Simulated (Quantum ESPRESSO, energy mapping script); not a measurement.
# Spin model of Fe from collinear orders, part 2 of 2

Wanted: the magnetic order of Fe, its couplings and an estimate of its ordering temperature, by LDA, QE, GBRV.

LDA; plane waves, collinear spin, no spin–orbit coupling.

So far. Step 7 (Order 6: uncompensated ++−, cell C of 3 atoms): The run ends ferrimagnetic, 192.67 meV a magnetic atom above the parallel order of its cell (energies taken at zero occupation width, not the printed F). Step 8 (Order 7: parallel, cell D of 3 atoms): The run ends ferromagnetic. For each magnetic atom its energy differs from the parallel run of the first cell by 0.36 meV, an error that one common reference would have brought in.

The database entry behind the starting cell differs from later determinations by our own check (an axis about 0.7 % long against later determinations), so it need not match the best structure at ambient conditions.

## 9. Order 8: uncompensated ++−, cell D of 3 atoms

Level of this step: LDA, GBRV potentials (Quantum ESPRESSO).

This order reverses 2.67 of the 8 neighbours at 2.50 Å, 2.67 of the 6 neighbours at 2.89 Å and 6.67 of the 12 neighbours at 4.08 Å, counted for an average magnetic atom.

File pw.in:

```
&control
  calculation = 'scf'
  prefix = 'pw'
  outdir = './tmp/'
  pseudo_dir = './pseudo/'
  verbosity = 'low'
/
&system
  ibrav = 0
  nat = 3
  ntyp = 2
  ecutwfc = 45
  ecutrho = 360
  nbnd = 40
  occupations = 'smearing'
  smearing = 'fd'
  degauss = 0.00734986
  nspin = 2
  starting_magnetization(1) = 0.1750
  starting_magnetization(2) = -0.1750
/
&electrons
  conv_thr = 7.5e-09
  electron_maxstep = 120
  mixing_beta = 0.3
  mixing_mode = 'plain'
/
ATOMIC_SPECIES
  Fe1 55.8450 Fe.upf
  Fe2 55.8450 Fe.upf
CELL_PARAMETERS angstrom
  -1.44300000 1.44300000 1.44300000
  1.44300000 -1.44300000 1.44300000
  4.32900000 4.32900000 -1.44300000
ATOMIC_POSITIONS crystal
  Fe1 0.00000000 0.00000000 0.00000000
  Fe1 0.66666667 0.66666667 0.33333333
  Fe2 0.33333333 0.33333333 0.66666667
K_POINTS automatic
  16 16 16 0 0 0
```

Started as:

```sh
> OMP_NUM_THREADS=1 mpirun -n 4 pw.x -nk 4 -in pw.in > pw.out
```

Log:

```text
[banner, memory and clock lines left out]
Program PWSCF v.7.5 starts
[...]
unit-cell volume          =     243.3195 (a.u.)^3
     number of atoms/cell      =            3
[...]
number of electrons       =        48.00
     number of Kohn-Sham states=           40
     kinetic-energy cutoff     =      45.0000  Ry
     charge density cutoff     =     360.0000  Ry
[...]
internal energy E=F+TS    =    -750.86325426 Ry
     The total energy is F=E-TS. E is the sum of the following terms:
     one-electron contribution =    -356.28529887 Ry
     hartree contribution      =     204.20805830 Ry
     xc contribution           =     -86.30716952 Ry
     ewald contribution        =    -512.47884418 Ry
     total magnetization       =     2.33 Bohr mag/cell
     absolute magnetization    =     6.84 Bohr mag/cell
     convergence has been achieved in  14 iterations
[key lines of the parts left out:]
!    total energy              =    -750.87289851 Ry
the Fermi energy is    16.8826 ev
```

The job ended after 6.4 min (4 MPI ranks of Arm Neoverse V1, shared host; peak memory 1.3 GiB; 26 min of CPU time).

The run ends ferrimagnetic, 124.69 meV a magnetic atom above the parallel order of its cell (energies taken at zero occupation width, not the printed F).

## 10. Mapping onto a Heisenberg model

Each energy difference is a sum of couplings weighted by the pairs that the order reverses. A few near shells are fitted to the differences by least squares. Energies are those extrapolated to zero occupation width, not the free energies F.

Energies from the parallel order of the same cell:

| order | atoms | energy (meV a magnetic atom) | moments (μB) | moments kept as typed | opposed neighbours at 2.50, 2.89, 4.08 Å |
| --- | --- | --- | --- | --- | --- |
| parallel in cell A | 2 | 0.00 | 2.31 | yes | 0, 0, 0 |
| compensated +− in cell A | 2 | 220.03 | 2.08 | yes | 4, 4, 8 |
| parallel in cell B | 2 | 0.00 | 2.32 | yes | 0, 0, 0 |
| compensated +− in cell B | 2 | 433.09 | 1.69 | yes | 8, 0, 0 |
| parallel in cell C | 3 | 0.00 | 2.32 | yes | 0, 0, 0 |
| uncompensated ++− in cell C | 3 | 192.67 | 1.95 to 2.28 | yes | 4, 4, 4 |
| parallel in cell D | 3 | 0.00 | 2.32 | yes | 0, 0, 0 |
| uncompensated ++− in cell D | 3 | 124.69 | 2.15 to 2.25 | yes | 2.67, 2.67, 6.67 |

Couplings from the energies, with E = −Σ J e·e over ordered pairs:

| pair | distance (Å) | neighbours | J (meV) |
| --- | --- | --- | --- |
| Fe–Fe | 2.50 | 8 | 27.1 |
| Fe–Fe | 2.89 | 6 | -3.33 |
| Fe–Fe | 4.08 | 12 | 0.964 |

These orders cannot tell some unfitted shells from fitted ones: the value at 4.08 Å holds J(4.08) + 2 J(6.45); other unfitted shells add to the values wholly or in part.

Adding the shell at 4.79 Å gives 39, -14, 7.3 and -3.9 meV and a mean-field temperature of 1695 K, an exact solve that tests nothing.

Limits of this fit: moments change by up to 27 % between orders.

In mean field these couplings order at 1610 K, at q = 0 (the pattern repeats with the chemical cell).

## 11. Monte Carlo

Mean field ignores fluctuations and overstates the ordering temperature, so the model is also sampled. The heat capacity peaks where order sets in.

Classical unit spins with these couplings on 8×8×8 copies of a cell that holds the lowest order (512 spins), heat-bath sweeps, cooled from random directions, 1412 sweeps to settle and 4238 measured at each temperature, averaged over 4 runs.

| T (K) | order along the lowest pattern | net moment | heat capacity (k_B a spin) |
| --- | --- | --- | --- |
| 193 | 0.95 | 0.95 | 1.00 |
| 330 | 0.91 | 0.91 | 1.10 |
| 536 | 0.84 | 0.84 | 1.17 |
| 673 | 0.79 | 0.79 | 1.29 |
| 811 | 0.73 | 0.73 | 1.37 |
| 1016 | 0.61 | 0.61 | 1.79 |
| 1154 | 0.49 | 0.49 | 2.14 |
| 1291 | 0.28 | 0.28 | 1.72 |
| 1428 | 0.15 | 0.15 | 0.67 |
| 1634 | 0.10 | 0.10 | 0.34 |
| 1771 | 0.09 | 0.09 | 0.25 |

The smoothed heat capacity peaks at 1180 K.

## 12. Against another level

The first set of orders, under PBE, QE, GBRV, took 81 min of CPU time summed over its finished orders (seed run apart), these 80 min.

| quantity | this set | first set |
| --- | --- | --- |
| J at 2.50 Å, meV | 27.1 | 30.2 |
| J at 2.89 Å, meV | -3.33 | -3.81 |
| J at 4.08 Å, meV | 0.964 | 0.239 |
| ordering temperature, mean field, K | 1610 | 1716 |
| heat-capacity peak, Monte Carlo, K | 1180 | 1237 |

The coupling that led in the first set goes from 30.2 to 27.1 meV.

## 13. Summary of results

| Item | Value |
| --- | --- |
| lowest order tried | parallel |
| largest fitted value (a combination of shells), Fe–Fe at 2.50 Å | 27.1 meV |
| ordering temperature, mean field | 1610 K |
| heat-capacity peak, Monte Carlo | 1180 K |

**Reading.** Of the orders tried, Fe prefers parallel moments under LDA, QE, GBRV, and the heat capacity of the fitted model peaks near 1180 K (Monte Carlo, classical spins). The coupling at 2.50 Å is 0.90 times that of the first set, at 0.98 times the CPU time. The largest fitted coupling is the Fe–Fe pair at 2.50 Å, ferromagnetic at 27 meV. The orders also reverse pairs at 4.79 and 5.00 Å, which are not fitted, so the fitted values hold their part too. With 4 differences for 3 couplings the fit misses by 15 meV at most, a small part of the spread. In the fitted orders moments change by up to 27 % against the parallel run of the same cell, so a model of fixed spins is doubtful here. Every order is gapless on its mesh at this level. In a metal exchange reaches farther, and a short model of fixed moments is less apt. Monte Carlo puts the peak at 0.73 of the mean-field temperature, since mean field leaves out fluctuations. In tests on simple cubic and body-centred models such peaks lay 5 to 6 % under the bulk value.

1 further run of the session is left out of this account and of its counts and ranges: runs hit by known faults of a program or its files, repeats, responses too ill-conditioned to give a U, cells squeezed past sense, harmless faults, or fits whose shells could not be counted again from the structure.

[Logs and program files are shortened in this print: banners, set-up blocks, solver, clock and traceback lines can be left out without a mark of their own.]

[Logs are printed without paths, hosts, clocks, repeated set-up lines and the standing remarks that a program may print on its own settings, such as how far it seeks lower states.]

[Hosts, paths, dates, database ids (printed as entryN), source tags and the programs' standing remarks are cut or masked in the printed files.]

[Where a cell is said to come from a database of computed structures, the database is the Materials Project.]
